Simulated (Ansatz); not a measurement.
# Electron scattering at the twin(10-12) boundary in hcp Co

How much does the twin(10-12) boundary in hcp Co reflect electrons?

Main program and level: Ansatz 0.2.0; Ansatz plane-wave DFT, PBE, PAW files, collinear spin; relaxation of a bicrystal slab with its lowest layers held; PAW set soft_1, in the first sound run; inputs show where later runs differ.

## 1. The starting structure

The cell holds 27 atoms: 27 Co. Its edges and angles: a = 5.963 Å, b = 2.505 Å, c = 31.041 Å, α = 90.0°, β = 90.0°, γ = 90.0°. It derives from Co. built on the (1 0 2) plane; 1 overlapping atoms removed and the grains opened by 0.2 Å. Vacuum lies along c.

## 2. Relaxing the bicrystal

The boundary is built by mirroring the lower grain in the boundary plane and removing any atoms that overlap. A thin bicrystal slab is relaxed first, with the lowest layers held and the upper grain free to shift and open.

input.yaml

```yaml
crystal:
  lattice:
    - [5.9626723849, 0.0, 0.0]
    - [0.0, 2.5054, 0.0]
    - [0.0, 0.0, 31.0405846678]
  atoms:
    - { symbol: Co, position: [0.0741388065, 0.4166666667, 0.1610794401], spin: 2.0 }
    - { symbol: Co, position: [0.3975869657, 0.9166666666, 0.1930385428], spin: 2.0 }
    - { symbol: Co, position: [0.8093110452, 0.9166666667, 0.2090180942], spin: 2.0 }
    - { symbol: Co, position: [0.1327592044, 0.4166666666, 0.2409771969], spin: 2.0 }
    - { symbol: Co, position: [0.5444832839, 0.4166666667, 0.2569567483], spin: 2.0 }
    - { symbol: Co, position: [0.8679314431, 0.9166666666, 0.288915851], spin: 2.0 }
    - { symbol: Co, position: [0.2796555226, 0.9166666667, 0.3048954023], spin: 2.0 }
    - { symbol: Co, position: [0.6031036818, 0.4166666666, 0.336854505], spin: 2.0 }
    - { symbol: Co, position: [0.0148277613, 0.4166666667, 0.3528340564], spin: 2.0 }
    - { symbol: Co, position: [0.3382759205, 0.9166666666, 0.3847931591], spin: 2.0 }
    - { symbol: Co, position: [0.75, 0.9166666667, 0.4007727104], spin: 2.0 }
    - { symbol: Co, position: [0.0734481591, 0.4166666666, 0.4327318131], spin: 2.0 }
    - { symbol: Co, position: [0.75, 0.9166666667, 0.4711340934], spin: 2.0 }
    - { symbol: Co, position: [0.3382759205, 0.9166666666, 0.4871136448], spin: 2.0 }
    - { symbol: Co, position: [0.0148277613, 0.4166666667, 0.5190727475], spin: 2.0 }
    - { symbol: Co, position: [0.6031036818, 0.4166666666, 0.5350522988], spin: 2.0 }
    - { symbol: Co, position: [0.2796555226, 0.9166666667, 0.5670114015], spin: 2.0 }
    - { symbol: Co, position: [0.8679314431, 0.9166666666, 0.5829909529], spin: 2.0 }
    - { symbol: Co, position: [0.5444832839, 0.4166666667, 0.6149500556], spin: 2.0 }
    - { symbol: Co, position: [0.1327592044, 0.4166666666, 0.630929607], spin: 2.0 }
    - { symbol: Co, position: [0.8093110452, 0.9166666667, 0.6628887097], spin: 2.0 }
    - { symbol: Co, position: [0.3975869657, 0.9166666666, 0.678868261], spin: 2.0 }
    - { symbol: Co, position: [0.0741388065, 0.4166666667, 0.7108273637], spin: 2.0 }
    - { symbol: Co, position: [0.662414727, 0.4166666666, 0.7268069151], spin: 2.0 }
    - { symbol: Co, position: [0.3389665678, 0.9166666667, 0.7587660178], spin: 2.0 }
    - { symbol: Co, position: [0.9272424883, 0.9166666666, 0.7747455691], spin: 2.0 }
    - { symbol: Co, position: [0.6037943291, 0.4166666667, 0.8067046718], spin: 2.0 }
magnetization:
  spin_polarized: true
kpoints:
  mp_grid: { grid: [4, 9, 1] }
hamiltonian:
  xc: pbe
  pseudopotentials: { kind: paw, azcp: { folder: soft_1 } }
scf:
  occupations: { method: fermi_dirac, width: 0.1 }
relax:
  f_tol: 0.03
  max_steps: 80
  constraints: [{ sites: [0, 1, 2, 3, 4, 5] }]
```

Started as:

```
ansatz run input.yaml --threads 8 --pin off --max-ram 15360MiB --backend cpu --events-out ev --progress --plain --runs-dir out
```

Numbers of over 12 decimals in the logs are rounded to 6 here.

Log:

```text
Engine: ansatz 0.2.0, x86_64-unknown-linux-gnu
Pseudopotentials: kind: paw
Pseudopotential: Co, paw, valence charge 17, recommended cutoff 420 eV (normal), soft_1/Co.paw.azcp
Functional definition: PBE
  parameter kappa = 0.804
  parameter beta = 0.066725
  exchange = pbe_x(kappa = kappa, mu = beta*pi^2/3)
  correlation = pbe_c(beta = beta)
Crystal: 27 atoms, lattice volume = 463.712 Å³
Basis set: ecut = 420 eV, 8989 PW (Γ), exchange–correlation on 80×36×432 points (8 copies of the dense FFT grid, shifted against one another)
Bands: 308, of which v1, the nominal top of the filled ones, is band 230 counted from 1 (229 counted from 0)
Symmetry: 2 space group operations
Space group: Pm (ITA 6), of the structure as read, at distance tolerance 7.7e-5 Å
Magnetic group: BNS 6.18 (UNI 25), of the structure as read, at distance tolerance 7.7e-5 Å
k-points: 15 of 36 (time reversal used)
Non-local potential: Co, projectors of the file, l = 0: 3, l = 1: 2, l = 2: 3, l = 3: 1
PAW form: soft (Blöchl's): semilocal exchange-correlation on the pseudo side does not see the compensation charge
PAW one-centre angular grid: Co, 590 points (default); XC on 64 Gauss nodes
Initial density: superposition of atomic densities (neutral atoms: chi_scale 0, normalization atom)
Starting moments: Σ|m| = 54 μB on 27 of 27 sites
Initial wavefunctions: pseudopotential atomic-orbital guess
Functional: x = pbe(κ = 0.804, μ = 0.219515), c = pbe(β = 0.066725)
SCF iter   1: F=—  HF=-138389.640345 eV  |F-HF|=—  |Δ(HF+E_count)|=         —  Δρ=5.06e-2 (↑1.88e-2 ↓5.06e-2)  dr2=5.34e1  dr2_m=2.04e0  M=50.213 μB ∫|m|=52.046 μB  β_m=0.30  ethr=3.10e-3  ⟨swp⟩=6.4  Hψ=36018  notcnv=0  defer=840
Mixer restart at iter 1: flushing history
preconditioner: auto → LDOS  [metal: Δε(μ)=0.003 eV  Ē_g=7.821 eV  σ=0.100 eV  W_gap=0.01  n_scr=136 (ndim 8)  ℏωp=26.9 eV  f_vac=0.301  D(μ)=29.75/eV (n_scr^D=344)]
spin=Collinear: LDOS preconditioning applied to the charge; magnetization (m = ρ↑ − ρ↓) channel mixes plain (no charge-response kernel on spin).
SCF iter   2: F=—  HF=-138382.601287 eV  |F-HF|=—  |Δ(HF+E_count)|=    7.04e0  Δρ=3.12e-2 (↑3.12e-2 ↓1.43e-2)  dr2=8.96e0  dr2_m=1.25e0  M=49.590 μB ∫|m|=52.084 μB  β_m=0.31  ethr=3.10e-3  ⟨swp⟩=2.8  Hψ=15507  notcnv=0  defer=1142
SCF iter   3: F=—  HF=-138389.910081 eV  |F-HF|=—  |Δ(HF+E_count)|=    7.31e0  Δρ=1.75e-2 (↑1.75e-2 ↓9.27e-3)  dr2=3.04e0  dr2_m=3.83e-1  M=48.793 μB ∫|m|=51.618 μB  β_m=0.48  ethr=1.95e-3  ⟨swp⟩=2.4  Hψ=11277  notcnv=0  defer=1163
SCF iter   4: F=—  HF=-138398.424333 eV  |F-HF|=—  |Δ(HF+E_count)|=    8.51e0  Δρ=6.46e-3 (↑4.63e-3 ↓6.46e-3)  dr2=2.85e-1  dr2_m=4.70e-2  M=47.020 μB ∫|m|=50.947 μB  β_m=0.74  ethr=6.63e-4  ⟨swp⟩=2.9  Hψ=14465  notcnv=0  defer=1162
SCF iter   5: F=—  HF=-138400.266905 eV  |F-HF|=—  |Δ(HF+E_count)|=         —  Δρ=1.34e-2 (↑6.05e-3 ↓1.34e-2)  dr2=1.19e0  dr2_m=1.63e-1  M=45.170 μB ∫|m|=49.578 μB  β_m=0.74  ethr=6.20e-5  ⟨swp⟩=2.2  Hψ=17767  notcnv=0  defer=1186
SCF iter   6: F=—  HF=-138399.933695 eV  |F-HF|=—  |Δ(HF+E_count)|=   3.33e-1  Δρ=4.81e-3 (↑4.81e-3 ↓3.64e-3)  dr2=2.27e-1  dr2_m=1.81e-2  M=44.599 μB ∫|m|=49.360 μB  β_m=0.74  ethr=6.20e-5  ⟨swp⟩=2.8  Hψ=17988  notcnv=0  defer=1195
SCF iter   7: F=—  HF=-138400.162725 eV  |F-HF|=—  |Δ(HF+E_count)|=   2.29e-1  Δρ=4.36e-3 (↑4.36e-3 ↓3.51e-3)  dr2=1.91e-1  dr2_m=5.86e-3  M=44.817 μB ∫|m|=49.341 μB  β_m=0.65  ethr=4.95e-5  ⟨swp⟩=2.2  Hψ=16572  notcnv=0  defer=1195
SCF iter   8: F=—  HF=-138400.158262 eV  |F-HF|=—  |Δ(HF+E_count)|=   4.46e-3  Δρ=2.21e-3 (↑2.21e-3 ↓1.27e-3)  dr2=7.89e-2  dr2_m=1.64e-3  M=44.924 μB ∫|m|=49.373 μB  β_m=0.52  ethr=4.16e-5  ⟨swp⟩=2.0  Hψ=14095  notcnv=0  defer=1195
SCF iter   9: F=—  HF=-138400.144889 eV  |F-HF|=—  |Δ(HF+E_count)|=   1.34e-2  Δρ=4.60e-4 (↑4.41e-4 ↓4.60e-4)  dr2=2.37e-3  dr2_m=6.50e-4  M=44.949 μB ∫|m|=49.372 μB  β_m=0.56  ethr=1.72e-5  ⟨swp⟩=2.0  Hψ=13419  notcnv=0  defer=1195
SCF iter  10: F=—  HF=-138400.144851 eV  |F-HF|=—  |Δ(HF+E_count)|=   3.77e-5  Δρ=4.82e-4 (↑3.24e-4 ↓4.82e-4)  dr2=1.83e-3  dr2_m=1.78e-4  M=44.940 μB ∫|m|=49.355 μB  β_m=0.53  ethr=5.16e-7  ⟨swp⟩=3.3  Hψ=18811  notcnv=0  defer=1191
SCF iter  11: F=—  HF=-138400.146298 eV  |F-HF|=—  |Δ(HF+E_count)|=   1.45e-3  Δρ=1.01e-4 (↑1.01e-4 ↓9.82e-5)  dr2=1.44e-4  dr2_m=9.12e-6  M=44.913 μB ∫|m|=49.338 μB  β_m=0.47  ethr=3.98e-7  ⟨swp⟩=2.0  Hψ=12980  notcnv=0  defer=1191
SCF iter  12: F=—  HF=-138400.146303 eV  |F-HF|=—  |Δ(HF+E_count)|=   4.86e-6  Δρ=3.22e-5 (↑3.20e-5 ↓3.22e-5)  dr2=8.39e-6  dr2_m=2.12e-6  M=44.910 μB ∫|m|=49.334 μB  β_m=0.56  ethr=3.14e-8  ⟨swp⟩=2.0  Hψ=13150  notcnv=0  defer=1191
SCF iter  13: F=—  HF=-138400.146303 eV  |F-HF|=—  |Δ(HF+E_count)|=   4.04e-8  Δρ=2.09e-5 (↑2.09e-5 ↓1.76e-5)  dr2=3.31e-6  dr2_m=7.34e-7  M=44.909 μB ∫|m|=49.332 μB  β_m=0.62  ethr=1.83e-9  ⟨swp⟩=3.2  Hψ=18816  notcnv=0  defer=1191
SCF iter  14: F=-138400.146295 eV  HF=-138400.146308 eV  |F-HF|=1.24e-5  |Δ(HF+E_count)|=   4.68e-6  Δρ=3.13e-5 (↑2.02e-5 ↓3.13e-5)  dr2=1.31e-5  dr2_m=3.11e-7  M=44.910 μB ∫|m|=49.332 μB  ethr=7.21e-10  ⟨swp⟩=2.3  Hψ=28724  notcnv=0
SCF 1 converged in 14 iterations: F = -138400.146295 eV  dr2 = 1.31e-5
  greatest PAW one-centre occupation: 1.002 electrons in one spin orbital (limit 2), on the Co atom at site 0 (counted from 0), in its partial waves of l = 1
relax step   1: F+E_penalty+E_count = -138400.14629547 eV  Δ(F+E_penalty+E_count) = +0.000e0 eV  max|allowed force component| = 1.099e0 eV/Å  Δτ_max = 0.0000 Å  (14 SCF iters, dr2 threshold 2.25e-5 eV, accepted)
Initial density: handed on by an earlier stage of this run
Starting moments: Σ|m| = 54 μB on 27 of 27 sites; this step starts from the density that it was given
Initial wavefunctions: those handed on with the density
iter 1 solved again at ethr=3.90e-4 eV; its pass at ethr=3.10e-3 eV (dr2=1.79e0 eV) is discarded
SCF iter   1: F=—  HF=-138400.396213 eV  |F-HF|=—  |Δ(HF+E_count)|=         —  Δρ=7.40e-3 (↑7.40e-3 ↓6.18e-3)  dr2=1.78e0  dr2_m=1.04e-1  M=44.787 μB ∫|m|=49.155 μB  β_m=0.30  ethr=3.90e-4  ⟨swp⟩=1.6  Hψ=36185  notcnv=0  defer=1094
preconditioner: auto → LDOS  [metal: Δε(μ)=0.006 eV  Ē_g=7.767 eV  σ=0.100 eV  W_gap=0.02  n_scr=136 (ndim 8)  ℏωp=26.9 eV  f_vac=0.315  D(μ)=28.95/eV (n_scr^D=316)]
spin=Collinear: LDOS preconditioning applied to the charge; magnetization (m = ρ↑ − ρ↓) channel mixes plain (no charge-response kernel on spin).
SCF iter   2: F=—  HF=-138400.363197 eV  |F-HF|=—  |Δ(HF+E_count)|=   3.30e-2  Δρ=4.82e-3 (↑4.82e-3 ↓3.94e-3)  dr2=4.50e-1  dr2_m=4.37e-2  M=44.790 μB ∫|m|=49.165 μB  β_m=0.44  ethr=3.87e-4  ⟨swp⟩=1.9  Hψ=10833  notcnv=0  defer=1161
[...]
SCF iter   1: F=—  HF=-138400.617360 eV  |F-HF|=—  |Δ(HF+E_count)|=         —  Δρ=2.50e-4 (↑2.50e-4 ↓1.91e-4)  dr2=3.47e-4  dr2_m=1.01e-4  M=44.493 μB ∫|m|=48.771 μB  β_m=0.65  ethr=5.44e-6  ⟨swp⟩=2.5  Hψ=15916  notcnv=0  defer=1190
preconditioner: auto → LDOS  [metal: Δε(μ)=0.007 eV  Ē_g=7.840 eV  σ=0.100 eV  W_gap=0.02  n_scr=46 (ndim 8)  ℏωp=26.9 eV  f_vac=0.325  D(μ)=28.22/eV (n_scr^D=300)]
spin=Collinear: LDOS preconditioning applied to the charge; magnetization (m = ρ↑ − ρ↓) channel mixes plain (no charge-response kernel on spin).
SCF iter   2: F=—  HF=-138400.617785 eV  |F-HF|=—  |Δ(HF+E_count)|=   4.25e-4  Δρ=1.16e-4 (↑1.16e-4 ↓8.24e-5)  dr2=3.21e-4  dr2_m=1.81e-5  M=44.493 μB ∫|m|=48.771 μB  β_m=0.41  ethr=7.56e-8  ⟨swp⟩=3.5  Hψ=20699  notcnv=0  defer=1190
SCF iter   3: F=—  HF=-138400.617746 eV  |F-HF|=—  |Δ(HF+E_count)|=   3.83e-5  Δρ=8.01e-5 (↑8.01e-5 ↓6.20e-5)  dr2=1.35e-5  dr2_m=1.40e-5  M=44.493 μB ∫|m|=48.771 μB  β_m=0.49  ethr=7.00e-8  ⟨swp⟩=2.0  Hψ=12028  notcnv=0  defer=1190
SCF iter   4: F=—  HF=-138400.617764 eV  |F-HF|=—  |Δ(HF+E_count)|=   1.79e-5  Δρ=2.92e-5 (↑2.92e-5 ↓2.46e-5)  dr2=1.57e-5  dr2_m=2.35e-6  M=44.492 μB ∫|m|=48.771 μB  β_m=0.56  ethr=2.95e-9  ⟨swp⟩=2.2  Hψ=15209  notcnv=0  defer=1190
SCF iter   5: F=—  HF=-138400.617767 eV  |F-HF|=—  |Δ(HF+E_count)|=   2.55e-6  Δρ=1.67e-5 (↑1.35e-5 ↓1.67e-5)  dr2=1.16e-6  dr2_m=7.49e-7  M=44.492 μB ∫|m|=48.771 μB  β_m=0.63  ethr=2.95e-9  ⟨swp⟩=2.4  Hψ=12872  notcnv=0  defer=1190
SCF iter   6: F=—  HF=-138400.617767 eV  |F-HF|=—  |Δ(HF+E_count)|=   4.75e-7  Δρ=1.17e-5 (↑1.17e-5 ↓6.76e-6)  dr2=9.52e-7  dr2_m=2.37e-7  M=44.492 μB ∫|m|=48.771 μB  β_m=0.65  ethr=2.53e-10  ⟨swp⟩=2.9  Hψ=18013  notcnv=0  defer=1190
SCF iter   7: F=—  HF=-138400.617767 eV  |F-HF|=—  |Δ(HF+E_count)|=   3.92e-8  Δρ=6.57e-6 (↑6.57e-6 ↓3.06e-6)  dr2=8.51e-7  dr2_m=3.35e-8  M=44.492 μB ∫|m|=48.771 μB  β_m=0.54  ethr=2.07e-10  ⟨swp⟩=2.8  Hψ=18215  notcnv=0  defer=1190
SCF iter   8: F=—  HF=-138400.617767 eV  |F-HF|=—  |Δ(HF+E_count)|=   9.01e-8  Δρ=3.10e-6 (↑3.10e-6 ↓1.57e-6)  dr2=1.38e-7  dr2_m=9.65e-9  M=44.492 μB ∫|m|=48.771 μB  β_m=0.46  ethr=1.86e-10  ⟨swp⟩=2.1  Hψ=11482  notcnv=0  defer=1190
SCF iter   9: F=-138400.617767 eV  HF=-138400.617767 eV  |F-HF|=3.28e-8  |Δ(HF+E_count)|=   1.69e-8  Δρ=2.19e-6 (↑6.78e-7 ↓2.19e-6)  dr2=3.64e-8  dr2_m=5.10e-9  M=44.492 μB ∫|m|=48.770 μB  ethr=2.18e-11  ⟨swp⟩=2.6  Hψ=30075  notcnv=0
SCF 6 converged in 9 iterations: F = -138400.617767 eV  dr2 = 3.64e-8
relax step   6: F+E_penalty+E_count = -138400.61776714 eV  Δ(F+E_penalty+E_count) = -1.521e-4 eV  max|allowed force component| = 9.771e-3 eV/Å  Δτ_max = 0.0050 Å  (9 SCF iters, accepted)
SCF converged after 9 iterations
Magnetization: 44.4921 μB (251.7461 up, 207.2539 down)
Absolute magnetization: 48.8197 μB (∫|ρ↑−ρ↓|, with the PAW one-centre terms)
Spin contamination: 0.8277 ħ² per cell (⟨S²⟩ above its minimum at these occupations)
Per-site moments (μB) at R_I (Å): [(1.877224, 1.033141), (1.829164, 1.033141), (1.784685, 1.033141), (1.719477, 1.028493), (1.660989, 1.002942), (1.698266, 1.026269), (1.683825, 1.009422), (1.637504, 0.993345), (1.678088, 1.010788), (1.767241, 1.007752), (1.694504, 0.929727), (1.655720, 1.015301), (1.701076, 0.929727), (1.769004, 1.006157), (1.681237, 1.010835), (1.642414, 0.993934), (1.679129, 1.006204), (1.684600, 1.018308), (1.674621, 1.008725), (1.673293, 1.016575), (1.666548, 1.018308), (1.689278, 1.018645), (1.659490, 1.008550), (1.717142, 0.957559), (1.762292, 1.001666), (1.785619, 1.001666), (1.818696, 0.957559)]
Free energy (F): -138400.617767 eV
Harris-Foulkes:  -138400.617767 eV  (|F-HF|=3.28e-8)
Internal energy: -138399.675836 eV  (E = F + TS)
E sigma→0 (E₀):  -138400.146801 eV
Entropy (-TS):   -0.941931 eV (-34.886 meV/atom)
Fermi energy:    10.262780 eV
--- Per-component energies (eV) ---
  E_band       = -10446.617943
  E_kinetic    = 7860.986874
  E_local      = -879854.318581  (includes V_loc(G=0)·N_el)
  E_nonlocal   = 11741.758222
  E_hartree    = 433985.129688
  E_xc         = -2476.424152
  E_vxc        = -3186.206536  (∫ρ·V_xc dr)
  E_paw        = -42440.814009  (= ΣΔE_a)
  E_vpaw       = -14979.110445  (= ΣTr[D̂ρ^β])
  E_aug_tail   = -0.000301  (compensation charges beyond the density's cutoff)
  E_ewald      = 332784.006423
  E_smearing   = -0.941931  (= −TS)
  E_closure    = 0.000000  (closes the sum)
  Σ components = -138400.617767   (vs F -138400.617767, Δ=0.00e0)
--- Forces (eV/Å), atoms counted from 1 ---
  atom   1  Co     0.16050631     0.00000000     0.98751439
  atom   2  Co    -0.11104932     0.00000000     0.15815982
  atom   3  Co     0.07031285     0.00000000    -0.29463506
  atom   4  Co    -0.02721383     0.00000000    -0.38030224
  atom   5  Co     0.00674320     0.00000000    -0.31418170
  atom   6  Co    -0.10445163     0.00000000    -0.15371431
  atom   7  Co    -0.00205171     0.00000000     0.00081831
  atom   8  Co    -0.00032646     0.00000000     0.00066574
  atom   9  Co    -0.00118403     0.00000000    -0.00436819
  atom  10  Co     0.00103151     0.00000000    -0.00340083
  atom  11  Co    -0.00069852     0.00000000    -0.00977122
  atom  12  Co     0.00268242     0.00000000    -0.00086067
  atom  13  Co     0.00190710     0.00000000     0.00904889
  atom  14  Co     0.00157498     0.00000000     0.00008104
  atom  15  Co    -0.00049275     0.00000000     0.00543180
  atom  16  Co     0.00074878     0.00000000     0.00281191
  atom  17  Co    -0.00036966     0.00000000    -0.00021213
  atom  18  Co    -0.00068029     0.00000000    -0.00062475
  atom  19  Co     0.00115557     0.00000000    -0.00231519
  atom  20  Co    -0.00086240     0.00000000    -0.00350092
  atom  21  Co     0.00105113     0.00000000    -0.00253279
  atom  22  Co     0.00069968     0.00000000    -0.00093274
  atom  23  Co    -0.00047966     0.00000000    -0.00052222
  atom  24  Co     0.00092683     0.00000000    -0.00099696
  atom  25  Co    -0.00044590     0.00000000     0.00201187
  atom  26  Co     0.00074855     0.00000000     0.00221076
  atom  27  Co     0.00026576     0.00000000     0.00414340
  max |Σ_I F_I| component: 4.85e-5 eV/Å
--- Relaxed structure (6 steps of the walk, 6 accepted, 0 SCFs on fresh bases) ---
  F+E_penalty+E_count = -138400.61776714 eV   max|allowed force component| = 9.771e-3 eV/Å
  atoms:
    - { symbol: Co, position: [0.0741388065, 0.416667, 0.161079] }
    - { symbol: Co, position: [0.3975869657, 0.916667, 0.1930385428] }
    - { symbol: Co, position: [0.8093110452, 0.916667, 0.209018] }
    - { symbol: Co, position: [0.1327592044, 0.416667, 0.240977] }
    - { symbol: Co, position: [0.5444832839, 0.416667, 0.2569567483] }
    - { symbol: Co, position: [0.867931, 0.916667, 0.288916] }
    - { symbol: Co, position: [0.279205, 0.916667, 0.304475] }
    - { symbol: Co, position: [0.594722, 0.416667, 0.334689] }
    - { symbol: Co, position: [0.020975, 0.416667, 0.351615] }
    - { symbol: Co, position: [0.338388, 0.916667, 0.386461] }
    - { symbol: Co, position: [0.746112, 0.916667, 0.394222] }
    - { symbol: Co, position: [0.065977, 0.416667, 0.430436] }
    - { symbol: Co, position: [0.745808, 0.916667, 0.466833] }
    - { symbol: Co, position: [0.338600, 0.916667, 0.474327] }
    - { symbol: Co, position: [0.020732, 0.416667, 0.509432] }
    - { symbol: Co, position: [0.593966, 0.416667, 0.526383] }
    - { symbol: Co, position: [0.279270, 0.916667, 0.556257] }
    - { symbol: Co, position: [0.865594, 0.916667, 0.571910] }
    - { symbol: Co, position: [0.544374, 0.416667, 0.604586] }
    - { symbol: Co, position: [0.133606, 0.416667, 0.619251] }
    - { symbol: Co, position: [0.813445, 0.916667, 0.650805] }
    - { symbol: Co, position: [0.398573, 0.916667, 0.667574] }
    - { symbol: Co, position: [0.078579, 0.416667, 0.697938] }
    - { symbol: Co, position: [0.665127, 0.416667, 0.713681] }
    - { symbol: Co, position: [0.340573, 0.916667, 0.747225] }
    - { symbol: Co, position: [0.938814, 0.916667, 0.760024] }
    - { symbol: Co, position: [0.621137, 0.416667, 0.787986] }
```

Elapsed: 12 min, on 8 threads of Intel Xeon at 2.70GHz, shared host; peak memory 6.7 GiB.

The steps of the relaxation:

| step | energy less that of the first step (eV) | largest force component (eV/Å) |
| --- | --- | --- |
| 1 | 0.0000 | 1.0995 |
| 2 | -0.2525 | 0.7641 |
| 3 | -0.4238 | 0.1577 |
| 4 | -0.4630 | 0.0703 |
| 5 | -0.4713 | 0.0318 |
| 6 | -0.4715 | 0.0098 |

Forces are held to the 2 operations that the run works with; a distortion that breaks them can't arise in this run.

The atoms that moved most (Å):

| atom | dx | dy | dz | length |
| --- | --- | --- | --- | --- |
| Co27 | 0.103 | 0.000 | -0.581 | 0.590 |
| Co26 | 0.069 | 0.000 | -0.457 | 0.462 |
| Co24 | 0.016 | 0.000 | -0.407 | 0.408 |
| Co23 | 0.026 | 0.000 | -0.400 | 0.401 |
| Co14 | 0.002 | 0.000 | -0.397 | 0.397 |
| Co21 | 0.025 | 0.000 | -0.375 | 0.376 |
| Co20 | 0.005 | 0.000 | -0.363 | 0.363 |
| Co25 | 0.010 | 0.000 | -0.358 | 0.358 |

This step gave:

| Item | Value |
| --- | --- |
| free energy | -138400.6178 eV |
| energy at zero smearing | -138400.1468 eV |
| Fermi energy | 10.26 eV |
| magnetization | 44.49 μB |
| absolute magnetization | 48.82 μB |

The largest force component on a free atom ends at 0.0098 eV/Å, under the tolerance of 0.03, after 6 steps.

[end of part 1 of 3]

[Logs are printed without paths, hosts, clocks, repeated set-up lines and the standing remarks that a program may print on its own settings, such as how far it seeks lower states.]

[Hosts, paths, dates, database ids (printed as entryN), source tags and the programs' standing remarks are cut or masked in the printed files.]
